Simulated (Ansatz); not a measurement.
# 1T-SnO2 monolayer in a perpendicular field, part 4 of 4

Wanted: the out-of-plane response of the 1T-SnO2 monolayer. A positive field points along +c.

Ansatz 0.2.0; plane-wave DFT, PBE-D3(BJ), Ansatz PAW (the session's first sound run).

So far. Step 13 (With spin-orbit coupling, k-mesh 12×12×1): The gap is 2.68 eV, with the valence edge 8.35 eV and the conduction edge 5.66 eV under the upper vacuum level. Step 14 (With spin-orbit coupling, k-mesh 12×12×1, field 0.3 V/Å): The dipole is 0.0445 e·Å, and the gap 2.680 eV.

### 15. The same run with other settings

This step: plane-wave DFT, PBE-D3(BJ), Ansatz PAW (Ansatz 0.2.0).

A run with a changed input: it repeats the earlier run at 0.03 V/Å with scf.eigensolver.kind to davidson, scf.mixing.algorithm to msr1, scf.mixing.beta to 0.9, scf.mixing.ndim to 2 and basis.xc_grid to 3.

Contents of input.yaml:

```yaml
crystal:
  lattice:
    - [3.2155122495, 0.0, 0.0]
    - [-1.6077561247, 2.7847152942, 0.0]
    - [0.0, 0.0, 20.0311143723]
  atoms:
    - { symbol: O, position: [0.6666666667, 0.3333333333, 0.449301014] }
    - { symbol: Sn, position: [0.0, 0.0, 0.5] }
    - { symbol: O, position: [0.3333333333, 0.6666666667, 0.550698986] }
kpoints:
  mp_grid: { grid: [18, 18, 1] }
  band_path:
    path: [[0, 0, 0], [0.5, 0, 0], [0.33333333, 0.33333333, 0], [0, 0, 0]]
    npoints: 16
hamiltonian:
  xc: pbe
  dispersion: d3bj
scf:
  occupations: { method: fermi_dirac, width: 0.02585 }
  convergence: { dr2_threshold: 1.0e-10 }
  eigensolver: { kind: davidson }
  mixing: { algorithm: msr1, beta: 0.9, ndim: 2 }
efield:
  axis: 3
  dipole_correction: true
  ramp_position: 0.97
  ramp_width: 0.06
  amplitude: 0.03
output:
  write_potential: true
  write_density: true
  volumetric_format: npy
basis:
  xc_grid: 3
```

On the command line:

```
> ansatz run input.yaml --threads 2 --pin off --max-ram 3072MiB --backend cpu --events-out ev --progress --plain --runs-dir out
```

Numbers of over 12 decimals in the logs are rounded to 6 here.

Log:

```text
[...]
Crystal: 3 atoms, lattice volume = 179.364 Å³
Basis set: ecut = 420 eV, 3571 PW (Γ), exchange–correlation on 72×72×405 points (27 copies of the dense FFT grid, shifted against one another)
Bands: 17, of which v1, the nominal top of the filled ones, is band 13 counted from 1 (12 counted from 0)
Symmetry: 6 space group operations
k-points: 37 of 324 (time reversal used)
[...]
SCF iter  18: F=-7158.871825 eV  HF=-7158.871825 eV  |F-HF|=1.08e-10  |Δ(HF+E_count)|=  2.29e-10  Δρ=2.52e-7  dr2=7.95e-11  ethr=7.70e-12  p=0.004 e·Å  D=4.49e-3 V/Å  ΔV_dip=-0.09 eV  dr2_dipole=1.51e-13  V_vac-E_F(+/−)=7.18/6.72 eV  ⟨swp⟩=3.3  Hψ=1195  notcnv=0
SCF 1 converged in 18 iterations: F = -7158.871825 eV  dr2 = 7.95e-11
[...]
SCF converged after 18 iterations
Free energy (F): -7158.871825 eV
[...]
Internal energy: -7158.871825 eV  (E = F + TS)
E sigma→0 (E₀):  -7158.871825 eV
Fermi energy:    -3.500212 eV
Dipole field:    D = 0.004490 V/Å  (p = 0.004450 e·Å, saw-weighted, corrected)
Work function:   not extracted (applied field tilts the vacuum); planar V_es + V_field profile in the machine report
[...]
--- Band table (eV; the first three rows and the last of 37) ---
  k-point 0: bands = [... 9 lower, -6.0335, -5.5847, -5.5847, -5.4501, -2.2085, 0.9127, 3.1360, 3.3352]
  k-point 1: bands = [... 9 lower, -6.1258, -5.7365, -5.5376, -5.3104, -2.0466, 1.0293, 3.1894, 3.3934]
  k-point 2: bands = [... 9 lower, -6.3365, -5.8971, -5.4553, -5.1933, -1.6262, 1.3427, 3.3431, 3.5686]
  k-point 36: bands = [... 9 lower, -8.3842, -7.4292, -5.0399, -5.0341, 1.4257, 5.0298, 5.4313, 5.4319]
```

Run time: 27 s. Hardware: 2 threads of Arm Neoverse V2, shared host; peak memory 0.42 GiB; 28 s of CPU time.

This step gave:

```yaml
gap_on_the_k_mesh: 2.684 eV
dipole_along_the_normal: 0.004450 e·Å
gap_along_the_path: 2.681 eV
smallest_direct_gap_along_the_path: 3.225 eV
gap_the_smaller_of_path_and_mesh: 2.681 eV
```

The electronic bands at the labelled points (eV, zero at the Fermi level of the run, which the smearing sets inside the gap):

```tsv
point	band 10	band 11	band 12	band 13	band 14	band 15	band 16	band 17
Γ	-2.53	-2.08	-2.08	-1.95	1.29	4.41	6.64	6.84
halfway	-3.52	-2.65	-1.81	-1.55	3.25	5.77	7.46	8.01
M	-4.23	-2.56	-1.75	-1.51	4.07	6.09	9.10	10.18
halfway	-4.63	-3.13	-1.75	-1.44	4.52	7.02	9.02	10.11
K	-4.88	-3.93	-1.54	-1.53	4.93	8.53	8.93	8.93
halfway	-3.81	-2.55	-2.05	-1.48	3.66	6.41	7.38	8.38
Γ	-2.53	-2.08	-2.08	-1.95	1.29	4.41	6.64	6.84
```

The electronic bands as a text plot (rows in eV, shown from -7.7 to 6.8 only):

```
    6.5 |++++                  ++++                +++      +++++
    5.9 |          ++++++++++++                       +++
    5.3 |      ++++                                      +++
    4.7 | +++++                   ++++++++++++++            ++++
    4.1 |+            ++++++++++++              ++++            +
    3.5 |          +++                              +++
    2.9 |       +++                                    ++
    2.3 |    +++                                         +++
    1.7 |  ++                                               +++
    1.1 |++                                                    ++
    0.5 |
   -0.1 |
   -0.7 |
   -1.3 |      *******************************************
   -1.9 |******************************     *********************
   -2.5 |*************************                 **************
   -3.2 |   *******               ***          ****      ****
   -3.8 |      **********            **********    *******
   -4.4 |          **    ***********         ****** ***
   -5.0 |******      ****          *****************        *****
   -5.6 |      **        **********                      ***
   -6.2 |        ****                               *****
   -6.8 |            ***                         ***
   -7.4 |               *************************
         Γ                   M           K                      Γ
```

```tsv
quantity	this run	earlier run	difference
dipole along the normal (e·Å)	0.004450	0.004449	1.2e-6
gap along the path (eV)	2.681	2.681	-3.6e-5
smallest direct gap along the path (eV)	3.225	3.225	-3.3e-5
gap on the k-mesh (eV)	2.684	2.684	-3.7e-5
```

Nothing in the table moves by 0.01 in its unit (for the dipole 0.5 % and 5e-5 e·Å). The run took 18 SCF cycles against 12.

The path shows an indirect gap of 2.68 eV (valence top between K and Γ, conduction bottom at Γ). The least direct gap is 3.23 eV.

### 16. The same run with other settings

This step: plane-wave DFT, PBE-D3(BJ), Ansatz PAW, but for the change named below (Ansatz 0.2.0).

Another changed input: it repeats the earlier run at 0.03 V/Å with hamiltonian.xc from pbe to revpbe, scf.algorithm to density_mixing, scf.occupations.width from 0.02585 removed and scf.occupations.method from fermi_dirac to tetrahedron_uncorrected.

input.yaml, the sections that differ from step 15:

```yaml
hamiltonian:
  xc: revpbe
  dispersion: d3bj
scf:
  occupations: { method: tetrahedron_uncorrected }
  convergence: { dr2_threshold: 1.0e-10 }
  algorithm: density_mixing
# crystal, kpoints, efield, output: as in step 15
# basis: removed
```

Log:

```text
[...]
Crystal: 3 atoms, lattice volume = 179.364 Å³
Basis set: ecut = 420 eV, 3571 PW (Γ)
Bands: 17, of which v1, the nominal top of the filled ones, is band 13 counted from 1 (12 counted from 0)
Symmetry: 6 space group operations
k-points: 37 of 324 (time reversal used)
[...]
SCF iter   1: F=—  HF=-7170.846454 eV  |F-HF|=—  |Δ(HF+E_count)|=         —  Δρ=7.44e-2  dr2=1.05e1  ethr=3.10e-3  p=0.006 e·Å  D=5.70e-3 V/Å  ΔV_dip=-0.11 eV  dr2_dipole=8.49e-6  V_vac-E_F(+/−)=11.49/11.07 eV  ⟨swp⟩=8.7  Hψ=4253  notcnv=0
[...]
SCF iter  11: F=-7167.930013 eV  HF=-7167.930013 eV  |F-HF|=6.28e-11  |Δ(HF+E_count)|=  9.98e-10  Δρ=3.31e-7  dr2=9.19e-11  ethr=1.00e-12  p=0.004 e·Å  D=4.48e-3 V/Å  ΔV_dip=-0.09 eV  dr2_dipole=4.10e-12  V_vac-E_F(+/−)=8.44/7.98 eV  ⟨swp⟩=2.3  Hψ=2546  notcnv=0
SCF 1 converged in 11 iterations: F = -7167.930013 eV  dr2 = 9.19e-11
[...]
SCF converged after 11 iterations
Stability not checked: this state was not tested for a lower state beside it, because the mixer in use, unlike msr1, does not test its closes by its own steps (another_mixer; see scf.mixing.algorithm and scf.lower_state_search)
Free energy (F): -7167.930013 eV
[...]
Internal energy: -7167.930013 eV  (E = F + TS)
E sigma→0 (E₀):  -7167.930013 eV
Fermi energy:    -4.767438 eV
Dipole field:    D = 0.004480 V/Å  (p = 0.004441 e·Å, saw-weighted, corrected)
Work function:   not extracted (applied field tilts the vacuum); planar V_es + V_field profile in the machine report
[...]
--- Band table (eV; the first three rows and the last of 37) ---
  k-point 0: bands = [... 9 lower, -5.9026, -5.4592, -5.4592, -5.3082, -2.0134, 1.1266, 3.0499, 3.2629]
  k-point 1: bands = [... 9 lower, -5.9951, -5.6024, -5.4116, -5.1765, -1.8538, 1.2427, 3.1048, 3.3227]
  k-point 2: bands = [... 9 lower, -6.2056, -5.7599, -5.3286, -5.0619, -1.4381, 1.5549, 3.2658, 3.5026]
  k-point 36: bands = [... 9 lower, -8.2461, -7.2834, -4.9132, -4.9074, 1.6076, 5.2640, 5.6242, 5.6245]
```

It took 22 s on 2 threads; peak memory 0.41 GiB.

Numbers from this step:

```yaml
gap_on_the_k_mesh: 2.754 eV
dipole_along_the_normal: 0.004441 e·Å
gap_along_the_path: 2.751 eV
smallest_direct_gap_along_the_path: 3.283 eV
gap_the_smaller_of_path_and_mesh: 2.751 eV
```

Electronic bands along the path, in eV, zero at the Fermi level:

```tsv
point	band 10	band 11	band 12	band 13	band 14	band 15	band 16
Γ	-1.14	-0.69	-0.69	-0.54	2.75	5.89	7.82
halfway	-2.12	-1.24	-0.42	-0.15	4.70	7.25	8.77
M	-2.82	-1.16	-0.36	-0.12	5.53	7.57	10.59
halfway	-3.23	-1.73	-0.35	-0.04	5.98	8.50	10.51
K	-3.48	-2.52	-0.15	-0.14	6.38	10.03	10.39
halfway	-2.41	-1.15	-0.65	-0.09	5.11	7.88	8.79
Γ	-1.14	-0.69	-0.69	-0.54	2.75	5.89	7.82
```

The electronic bands as a text plot (rows in eV, shown from -6.3 to 7.8 only):

```
    7.5 |+         +++++++++++++                      +         +
    6.9 |      ++++                                    +++
    6.4 |   +++                     +++++++++++           +++++
    5.8 |+++             +++++++++++           ++++            ++
    5.2 |           +++++                          +++
    4.6 |        +++                                  +++
    4.0 |      ++                                        +
    3.4 |   +++                                           +++
    2.8 |+++                                                 ++++
    2.2 |
    1.7 |
    1.1 |
    0.5 |
   -0.1 |  ****************************************************
   -0.7 |************                          ******************
   -1.3 |*************************               ******     *****
   -1.9 |   ********              ****       ****      ******
   -2.4 |       *** ******            *******      *******
   -3.0 |          **     ***********        ****** ***
   -3.6 |******      *****        ******************        *****
   -4.2 |      **         ********                     *****
   -4.8 |        ****                               ***
   -5.4 |            ***                         ***
   -6.0 |               *************************
         Γ                   M           K                      Γ
```

```tsv
quantity	this run	earlier run	difference
dipole along the normal (e·Å)	0.004441	0.004449	-7.9e-6
gap along the path (eV)	2.751	2.681	0.070
smallest direct gap along the path (eV)	3.283	3.225	0.058
gap on the k-mesh (eV)	2.754	2.684	0.070
```

What moves beyond 0.01 in its unit (for the dipole 0.5 % and 5e-5 e·Å): gap along the path (+0.0703 eV), gap on the k-mesh (+0.0703 eV) and smallest direct gap along the path (+0.0579 eV).

### 17. Outcome

| Quantity | Value |
| --- | --- |
| gap without field | 2.68 eV |
| ionisation energy, upper face | 8.35 eV |
| electron affinity, upper face | 5.67 eV |
| equivalent conductor thickness, atoms held | 3.00 Å |
| equivalent conductor thickness, atoms relaxed | 3.42 Å |

The induced dipole equals that of a perfect conductor 3.00 Å thick, while the outer atoms lie 2.03 Å apart; an out-of-plane ε follows only once a thickness t is chosen, by 1 − 1/ε = 3.00 Å / t. The gap stays within 0.01 eV of 2.68 eV over the fields run, up to 0.25 V/Å in size. Letting the atoms follow the field adds 0.42 Å to the equivalent conductor thickness: the ionic part of the response. Semilocal functionals give gaps that are too small, and excitons are not included. The field series itself is without spin-orbit coupling.

[Logs are printed without paths, hosts, clocks, repeated set-up lines and the standing remarks that a program may print on its own settings, such as how far it seeks lower states.]

[Hosts, paths, dates, database ids (printed as entryN), source tags and the programs' standing remarks are cut or masked in the printed files.]

[Maps of the electrostatic potential energy from Ansatz leave out the sawtooth potential of an applied field or a dipole correction, so their vacuum need not be flat; planar profiles and work functions include it.]
